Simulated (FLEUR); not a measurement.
# Collinear magnetic orders of TiHg with FLEUR

Wanted: the moments of TiHg and the energy of each order that was tried.

Main program and level: FLEUR MaX-R8.1; PBEsol; all-electron FLAPW, Dirac cores, scalar-relativistic bands.

## Step 1: The starting structure

The structure is tetragonal, space group P4/mmm (No. 123). Conventional cell: a = 3.009 Å, b = 3.009 Å, c = 4.041 Å, α = 90.00°, β = 90.00°, γ = 90.00°. Nearest to Ti lie 8 Hg at 2.93 Å and 4 Ti at 3.01 Å. Nearest to Hg lie 8 Ti at 2.93 Å and 4 Hg at 3.01 Å. Farther neighbours are not listed.

Coordinates:

```xyz
2
Lattice="3.0090 0.0000 0.0000 0.0000 3.0090 0.0000 0.0000 0.0000 4.0410" Properties=species:S:1:pos:R:3 pbc="T T T"
Ti    1.5045    1.5045    2.0205
Hg    0.0000    0.0000    0.0000
```

## Step 2: Run 1 (ferro +)

The parallel start comes first: it shows whether parallel moments hold.

inpgen writes inp.xml from crystal.txt; cutoffs, mixing, functional, smearing and local orbitals are then set in the file. The k list default-1 (kpts.xml, not shown) is a Γ-centred 10×10×10 mesh; where the ranks do not divide the number of points, some are split in two of half the weight.

inp.xml

```
<?xml version="1.0" encoding="UTF-8" standalone="no"?>
<fleurInput fleurInputVersion="0.39">
   <comment>
      TiHg
   </comment>
   <calculationSetup>
      <cutoffs Kmax="3.6" Gmax="10.8" GmaxXC="10.8" numbands="0"/>
      <scfLoop itmax="90" minDistance="0.00002" maxIterBroyd="15" imix="Anderson" alpha="0.05" precondParam="0.0" spinf="2.0" sdNocoIR="T"/>
      <coreElectrons ctail="T" frcor="F" kcrel="0" coretail_lmax="0"/>
      <xcFunctional name="PBEs" relativisticCorrections="F"/>
      <magnetism jspins="2"/>
      <soc l_soc="F" theta="0.0" phi="0.0" spav="F"/>
      <expertModes spex="0" secvar="F"/>
      <geometryOptimization l_f="F" forcealpha="1.0" forcemix="BFGS" epsdisp="0.00001" epsforce="0.00001"/>
      <ldaU l_linMix="F" mixParam="0.05" spinf="1.0"/>
   </calculationSetup>
   <cell>
      <bzIntegration valenceElectrons="30.0" mode="hist" fermiSmearingEnergy="0.00183747">
         <kPointListSelection listName="default-1"/>
         <xi:include xmlns:xi="http://www.w3.org/2001/XInclude" href="kpts.xml"> </xi:include>
      </bzIntegration>
      <xi:include xmlns:xi="http://www.w3.org/2001/XInclude" href="sym.xml"> </xi:include>
      <bulkLattice scale="1.0">
         <bravaisMatrix>
            <row-1>    5.6861859089213995     0.0000000000000000     0.0000000000000000</row-1>
            <row-2>    0.0000000000000000     5.6861859089213995     0.0000000000000000</row-2>
            <row-3>    0.0000000000000000     0.0000000000000000     7.6363832695086007</row-3>
         </bravaisMatrix>
      </bulkLattice>
   </cell>
   <atomSpecies>
      <species name="Titanium (1.001" element="Ti" atomicNumber="22">
         <mtSphere radius="2.7" gridPoints="893" logIncrement="0.014"/>
         <atomicCutoffs lmax="10" lnonsphr="8"/>
         <electronConfig flipSpins="F">
            <coreConfig>(1s1/2) (2s1/2) (2p1/2) (2p3/2)</coreConfig>
            <valenceConfig>(3s1/2) (3p1/2) (3p3/2) (4s1/2) (3d3/2) (3d5/2)</valenceConfig>
            <stateOccupation state="(3d3/2)" spinUp="0.4" spinDown="0.4"/>
            <stateOccupation state="(3d5/2)" spinUp="1.1005" spinDown="0.0995"/>
         </electronConfig>
         <energyParameters s="4" p="4" d="3" f="4"/>
         <lo type="SCLO" l="0" n="3" eDeriv="0"/>
         <lo type="SCLO" l="1" n="3" eDeriv="0"/>
      </species>
      <species name="Mercury (Hg)" element="Hg" atomicNumber="80">
         <mtSphere radius="2.7" gridPoints="893" logIncrement="0.015"/>
         <atomicCutoffs lmax="10" lnonsphr="8"/>
         <electronConfig flipSpins="F">
            <coreConfig>(1s1/2) (2s1/2) (2p1/2) (2p3/2) (3s1/2) (3p1/2) (3p3/2) (4s1/2) (3d3/2) (3d5/2) (4p1/2) (4p3/2) (5s1/2) (4d3/2) (4d5/2) (4f5/2) (4f7/2)</coreConfig>
            <valenceConfig>(5p1/2) (5p3/2) (6s1/2) (5d3/2) (5d5/2)</valenceConfig>
         </electronConfig>
         <energyParameters s="6" p="6" d="5" f="5"/>
         <lo type="SCLO" l="1" n="5" eDeriv="0"/>
      </species>
   </atomSpecies>
   <atomGroups>
      <atomGroup species="Titanium (1.001">
         <relPos label="                   1">1.000/2.000 1.000/2.000 1.000/2.000</relPos>
         <force calculate="T" relaxXYZ="TTT"/>
      </atomGroup>
      <atomGroup species="Mercury (Hg)">
         <relPos label="                   2">.0000000000 .0000000000 .0000000000</relPos>
         <force calculate="T" relaxXYZ="TTT"/>
      </atomGroup>
   </atomGroups>
   <output dos="F" band="F" slice="F">
      <bandDOS minEnergy="-.5*Htr" maxEnergy="0.5*Htr" sigma="0.015" storeEVData="T"/>
      <plotting iplot="0" polar="F">
         <plot TwoD="T" vec1="  1.0  0.0  0.0" vec2="  0.0  1.0  0.0" vec3="  0.0  0.0  1.0" zero="  0.0  0.0  0.0" file="plot"/>
      </plotting>
      <moessbauerParams electricFieldGradient="F" isomerShift="F" coreHyperfine="F" valenceHyperfine="F"/>
   </output>
</fleurInput>
```

crystal.txt

```
TiHg
&input film=F cartesian=F /
3.00900000000  0.00000000000  0.00000000000
0.00000000000  3.00900000000  0.00000000000
0.00000000000  0.00000000000  4.04100000000
1.8897261246
1.0 1.0 1.0

2
22 0.50000000000  0.50000000000  0.50000000000 : 1.001
80 0.00000000000  0.00000000000  0.00000000000

&kpt div1=10 div2=10 div3=10 gamma=T /
```

The run is started by

```sh
> OMP_NUM_THREADS=1 inpgen -f crystal.txt > inpgen.log  # inp.xml is then edited as shown
> OMP_NUM_THREADS=1 mpirun -n 4 fleur_MPI > fleur.log
```

The log of the run:

```text
Welcome to FLEUR        (www.flapw.de)
      MaX-Release 8.1          (www.max-centre.eu)

 ========== k-point set info ==========
 Selected k-point list: default-1
 k-point list type: mesh
 0 x 0 x 0
 Number of k points: 128

 ------------Calculation Setup---------------------------
 Number of MPI-tasks      :            4
 Number of PE/node        :            4
 Number of OMP-threads    :            1
 k-points in parallel     :            4
 pe's per k-point         :            1
 No of k-point loops      :           32
 Eigenvalue solver        :       lapack
 Number of basis functions:          225
 Approximate size of matrices (H+S) per k-point:         0.001 GB
 --------------------------------------------------------
 Iteration:     1   Distance:      16.07994414 me/bohr^3
 Iteration:     2   Distance:      13.71519242 me/bohr^3
 Iteration:     3   Distance:       7.06676504 me/bohr^3
 Iteration:     4   Distance:       4.89207469 me/bohr^3
 Iteration:     5   Distance:       3.38756693 me/bohr^3
 Iteration:     6   Distance:       1.54844973 me/bohr^3
 Iteration:     7   Distance:       0.88546651 me/bohr^3
 Iteration:     8   Distance:       0.60571114 me/bohr^3
 Iteration:     9   Distance:       0.37251486 me/bohr^3
 Iteration:    10   Distance:       0.16707797 me/bohr^3
[... 11 iterations left out ...]
 Iteration:    22   Distance:       0.00571744 me/bohr^3
 Iteration:    23   Distance:       0.00116463 me/bohr^3
 Iteration:    24   Distance:       0.00089533 me/bohr^3
 Iteration:    25   Distance:       0.00118022 me/bohr^3
 Iteration:    26   Distance:       0.00019614 me/bohr^3
 Iteration:    27   Distance:       0.00023226 me/bohr^3
 Iteration:    28   Distance:       0.00005901 me/bohr^3
 Iteration:    29   Distance:       0.00002074 me/bohr^3
 Iteration:    30   Distance:       0.00002051 me/bohr^3
 Iteration:    31   Distance:       0.00001493 me/bohr^3

 ********************************************************************
 Run finished successfully
 Stop message:
   all done
 ********************************************************************

--- out.xml (last complete iteration) ---
<iteration numberForCurrentRun="   31" overallNumber="   31">
         [... left out ...]
         <bandgap value="0.0000000000" units="eV"/>
         <sumValenceSingleParticleEnergies value="-18.1844121470" units="Htr"/>
         <FermiEnergy value="0.3594104600" units="Htr"/>
         <valenceDensity>
            <mtCharges spin="1">
               <mtCharge atomType="1" total="5.6788338" s="1.1654272" p="3.1749674" d="1.3162213" f="0.0165897"/>
               <mtCharge atomType="2" total="8.5149693" s="0.4550577" p="3.3540355" d="4.6852787" f="0.0163544"/>
            </mtCharges>
            <mtCharges spin="2">
               <mtCharge atomType="1" total="5.2100829" s="1.1585214" p="3.1547286" d="0.8760635" f="0.0155461"/>
               <mtCharge atomType="2" total="8.4953028" s="0.4617496" p="3.3457736" d="4.6715354" f="0.0128191"/>
            </mtCharges>
            <spinDependentCharge spin="1" total="15.2814274" interstitial="1.0876244" mtSpheres="14.1938031"/>
            <spinDependentCharge spin="2" total="14.7185726" interstitial="1.0131869" mtSpheres="13.7053857"/>
            <totalCharge value="30.0000000000"/>
         </valenceDensity>
         [... left out ...]
         <allElectronCharges>
            <spinDependentCharge spin="1" total="51.2814274" interstitial="1.0876827" mtSpheres="50.1937447"/>
            <spinDependentCharge spin="2" total="50.7185726" interstitial="1.0132452" mtSpheres="49.7053274"/>
            <totalCharge value="101.9999999923"/>
         </allElectronCharges>
         <magneticMomentsInMTSpheres units="muBohr">
            <globalMagMoment atomType="1" vec="0.00000   0.00000   0.46875"/>
            <localMagMoment atomType="1" vec="0.00000   0.00000   0.46875"/>
            <globalMagMoment atomType="2" vec="0.00000   0.00000   0.01967"/>
            <localMagMoment atomType="2" vec="0.00000   0.00000   0.01967"/>
         </magneticMomentsInMTSpheres>
         <moessbauerParams unitsHFF="kG" unitsIS="e/bohr^3" unitsEFG="Htr/bohr^2">
         </moessbauerParams>
         <totalEnergy value="   -20509.3013203079" units="Htr">
            <sumOfEigenvalues value="   -12602.5166897094">
               <coreElectrons value="-12584.3322775623"/>
               <valenceElectrons value="-18.1844121470"/>
            </sumOfEigenvalues>
            <densityCoulombPotentialIntegral value="-35604.8796865177"/>
            <densityEffectivePotentialIntegral value="-36143.9631958110"/>
            <chargeDenXCDenIntegral value="-409.5106374393"/>
            <FockExchangeEnergyValence value="0.0000000000"/>
            <FockExchangeEnergyCore value="0.0000000000"/>
            <atomTypeDependentContributions atomType="1">
               <electronNucleiInteractionDifferentMTs value="1012.2995460805"/>
               <MadelungTerm value="-8.4268047648"/>
            </atomTypeDependentContributions>
            <atomTypeDependentContributions atomType="2">
               <electronNucleiInteractionDifferentMTs value="24788.6950576593"/>
               <MadelungTerm value="-29.3759372067"/>
            </atomTypeDependentContributions>
            <tkbTimesEntropy value="0.0007539365"/>
            <freeEnergy value="-20509.3020742444"/>
            <extrapolationTo0K value="-20509.3016972762"/>
         </totalEnergy>
         <densityConvergence units="me/bohr^3">
            <chargeDensity spin="1" distance="0.0000099700"/>
            <chargeDensity spin="2" distance="0.0000056669"/>
            <overallChargeDensity distance="0.0000063370"/>
            <spinDensity distance="0.0000149288"/>
         </densityConvergence>
      </iteration>
```

Elapsed: 58 s, on 4 MPI ranks of Arm Neoverse V1, shared host; peak memory 0.29 GiB.

This step gave:

- free energy: -558086.5404 eV
- program's band gap on this mesh (in a metal only a level spacing): 0 eV
- magnetization: 0.5629 μB
- final state: ferromagnetic
- largest moment: 0.4688 μB

After 31 cycles the largest moment stands at 0.469 μB.

## Step 3: Order 2, typed as antiferro q=(1/2,1/2,1/2) +-

An opposed order shows whether neighbours prefer unlike signs.

This order needs a doubled cell of 4 atoms. The mesh is halved along the doubled vector, so that both cells sample the same points. The k list default-1 (kpts.xml, not shown) is a Γ-centred 5×10×10 mesh.

inp.xml, as its differences from that of step 2:

```diff
@@ -17,3 +17,3 @@
    <cell>
-      <bzIntegration valenceElectrons="30.0" mode="hist" fermiSmearingEnergy="0.00183747">
+      <bzIntegration valenceElectrons="60.0" mode="hist" fermiSmearingEnergy="0.00183747">
          <kPointListSelection listName="default-1"/>
@@ -24,5 +24,5 @@
          <bravaisMatrix>
-            <row-1>    5.6861859089213995     0.0000000000000000     0.0000000000000000</row-1>
-            <row-2>    0.0000000000000000     5.6861859089213995     0.0000000000000000</row-2>
-            <row-3>    0.0000000000000000     0.0000000000000000     7.6363832695086007</row-3>
+            <row-1>   11.3723718178427990     0.0000000000000000     0.0000000000000000</row-1>
+            <row-2>    5.6861859089213995     5.6861859089213995     0.0000000000000000</row-2>
+            <row-3>    5.6861859089213995     0.0000000000000000     7.6363832695086007</row-3>
          </bravaisMatrix>
@@ -39,2 +39,15 @@
             <stateOccupation state="(3d5/2)" spinUp="1.1005" spinDown="0.0995"/>
+         </electronConfig>
+         <energyParameters s="4" p="4" d="3" f="4"/>
+         <lo type="SCLO" l="0" n="3" eDeriv="0"/>
+         <lo type="SCLO" l="1" n="3" eDeriv="0"/>
+      </species>
+      <species name="Titanium (-1.001" element="Ti" atomicNumber="22">
+         <mtSphere radius="2.7" gridPoints="893" logIncrement="0.014"/>
+         <atomicCutoffs lmax="10" lnonsphr="8"/>
+         <electronConfig flipSpins="F">
+            <coreConfig>(1s1/2) (2s1/2) (2p1/2) (2p3/2)</coreConfig>
+            <valenceConfig>(3s1/2) (3p1/2) (3p3/2) (4s1/2) (3d3/2) (3d5/2)</valenceConfig>
+            <stateOccupation state="(3d3/2)" spinUp="0.4" spinDown="0.4"/>
+            <stateOccupation state="(3d5/2)" spinUp="0.0995" spinDown="1.1005"/>
          </electronConfig>
@@ -60,4 +73,9 @@
       </atomGroup>
+      <atomGroup species="Titanium (-1.001">
+         <relPos label="                   2">.0000000000 1.000/2.000 1.000/2.000</relPos>
+         <force calculate="T" relaxXYZ="TTT"/>
+      </atomGroup>
       <atomGroup species="Mercury (Hg)">
-         <relPos label="                   2">.0000000000 .0000000000 .0000000000</relPos>
+         <relPos label="                   3">-1.000/4.000 .0000000000 .0000000000</relPos>
+         <relPos label="                   4">1.000/4.000 .0000000000 .0000000000</relPos>
          <force calculate="T" relaxXYZ="TTT"/>
```

crystal.txt

```
TiHg
&input film=F cartesian=F /
6.01800000000  0.00000000000  0.00000000000
3.00900000000  3.00900000000  0.00000000000
3.00900000000  0.00000000000  4.04100000000
1.8897261246
1.0 1.0 1.0

4
22 0.75000000000  0.50000000000  0.50000000000 : 1.001
22 0.25000000000  0.50000000000  0.50000000000 : -1.001
80 0.00000000000  0.00000000000  0.00000000000
80 0.50000000000  0.00000000000  0.00000000000

&kpt div1=5 div2=10 div3=10 gamma=T /
```

The log of the run:

```text
[banner, memory and clock lines left out]
Welcome to FLEUR        (www.flapw.de)
      MaX-Release 8.1          (www.max-centre.eu)

 ========== k-point set info ==========
 Selected k-point list: default-1
 k-point list type: mesh
 5 x 10 x 10
 Number of k points: 108

 ------------Calculation Setup---------------------------
 Number of PE/node        :            4
 Number of OMP-threads    :            1
 k-points in parallel     :            4
 pe's per k-point         :            1
 No of k-point loops      :           27
 Eigenvalue solver        :       lapack
 Number of basis functions:          437
 Approximate size of matrices (H+S) per k-point:         0.003 GB
 Iteration:     1   Distance:      16.47503274 me/bohr^3
 Iteration:     2   Distance:      14.06700176 me/bohr^3
 Iteration:     3   Distance:       7.27666446 me/bohr^3
 Iteration:     4   Distance:       4.59990388 me/bohr^3
 Iteration:     5   Distance:       3.44942183 me/bohr^3
 Iteration:     6   Distance:       1.88436087 me/bohr^3
 Iteration:     7   Distance:       1.47662995 me/bohr^3
 Iteration:     8   Distance:       1.27529982 me/bohr^3
 Iteration:     9   Distance:       1.19165343 me/bohr^3
 Iteration:    10   Distance:       0.42229600 me/bohr^3
[... 17 iterations left out ...]
 Iteration:    28   Distance:       0.00048340 me/bohr^3
 Iteration:    29   Distance:       0.00057528 me/bohr^3
 Iteration:    30   Distance:       0.00056638 me/bohr^3
 Iteration:    31   Distance:       0.00042230 me/bohr^3
 Iteration:    32   Distance:       0.00021178 me/bohr^3
 Iteration:    33   Distance:       0.00019679 me/bohr^3
 Iteration:    34   Distance:       0.00008195 me/bohr^3
 Iteration:    35   Distance:       0.00004288 me/bohr^3
 Iteration:    36   Distance:       0.00004069 me/bohr^3
 Iteration:    37   Distance:       0.00001272 me/bohr^3

 ********************************************************************
 Run finished successfully
 Stop message:
   all done
 ********************************************************************

--- out.xml (last complete iteration) ---
<iteration numberForCurrentRun="   37" overallNumber="   37">
         [... left out ...]
         <bandgap value="0.0000000005" units="eV"/>
         <sumValenceSingleParticleEnergies value="-36.3812336180" units="Htr"/>
         <FermiEnergy value="0.3574204183" units="Htr"/>
         <valenceDensity>
            <mtCharges spin="1">
               <mtCharge atomType="1" total="5.4451938" s="1.1625094" p="3.1641600" d="1.0972343" f="0.0158717"/>
               <mtCharge atomType="2" total="5.4451922" s="1.1625093" p="3.1641600" d="1.0972328" f="0.0158717"/>
               <mtCharge atomType="3" total="8.5041385" s="0.4590786" p="3.3482687" d="4.6781761" f="0.0147624"/>
            </mtCharges>
            <mtCharges spin="2">
               <mtCharge atomType="1" total="5.4451922" s="1.1625093" p="3.1641600" d="1.0972328" f="0.0158717"/>
               <mtCharge atomType="2" total="5.4451938" s="1.1625094" p="3.1641600" d="1.0972344" f="0.0158717"/>
               <mtCharge atomType="3" total="8.5041385" s="0.4590786" p="3.3482687" d="4.6781761" f="0.0147624"/>
            </mtCharges>
            <spinDependentCharge spin="1" total="30.0000000" interstitial="2.1013369" mtSpheres="27.8986631"/>
            <spinDependentCharge spin="2" total="30.0000000" interstitial="2.1013369" mtSpheres="27.8986631"/>
            <totalCharge value="60.0000000000"/>
         </valenceDensity>
         [... left out ...]
         <magneticMomentsInMTSpheres units="muBohr">
            <globalMagMoment atomType="1" vec="0.00000   0.00000   0.00000"/>
            <localMagMoment atomType="1" vec="0.00000   0.00000   0.00000"/>
            <globalMagMoment atomType="2" vec="0.00000   0.00000   0.00000"/>
            <localMagMoment atomType="2" vec="0.00000   0.00000   0.00000"/>
            <globalMagMoment atomType="3" vec="0.00000   0.00000   0.00000"/>
            <localMagMoment atomType="3" vec="0.00000   0.00000   0.00000"/>
         </magneticMomentsInMTSpheres>
         [... left out ...]
         <totalEnergy value="   -41018.6017385086" units="Htr">
            <sumOfEigenvalues value="   -25205.1355433707">
               <coreElectrons value="-25168.7543097527"/>
               <valenceElectrons value="-36.3812336180"/>
            </sumOfEigenvalues>
            <densityCoulombPotentialIntegral value="-71209.8522999093"/>
            <densityEffectivePotentialIntegral value="-72288.0095039524"/>
            <chargeDenXCDenIntegral value="-819.0138045924"/>
            <FockExchangeEnergyValence value="0.0000000000"/>
            <FockExchangeEnergyCore value="0.0000000000"/>
         [... left out ...]
            <tkbTimesEntropy value="0.0019062487"/>
            <freeEnergy value="-41018.6036447573"/>
            <extrapolationTo0K value="-41018.6026916330"/>
         </totalEnergy>
         <densityConvergence units="me/bohr^3">
            <chargeDensity spin="1" distance="0.0000077893"/>
            <chargeDensity spin="2" distance="0.0000076942"/>
            <overallChargeDensity distance="0.0000088316"/>
            <spinDensity distance="0.0000127181"/>
         </densityConvergence>
      </iteration>
```

Wall time 4.2 min (4 MPI ranks); peak memory 0.44 GiB.

The spin moment in the muffin-tin sphere vanishes on all atoms.

This step gave:

- free energy: -1116173.0670 eV
- program's band gap on this mesh (in a metal only a level spacing): 5.00e-10 eV
- final state: non-magnetic

It lies 6.85 meV a seeded atom over the first start.

[end of part 1 of 3]

[Logs and program files are shortened in this print: banners, set-up blocks, solver, clock and traceback lines can be left out without a mark of their own.]

[Logs are printed without paths, hosts, clocks, repeated set-up lines and the standing remarks that a program may print on its own settings, such as how far it seeks lower states.]

[Hosts, paths, dates, database ids (printed as entryN), source tags and the programs' standing remarks are cut or masked in the printed files.]

[Where a cell is said to come from a database of computed structures, the database is the Materials Project.]
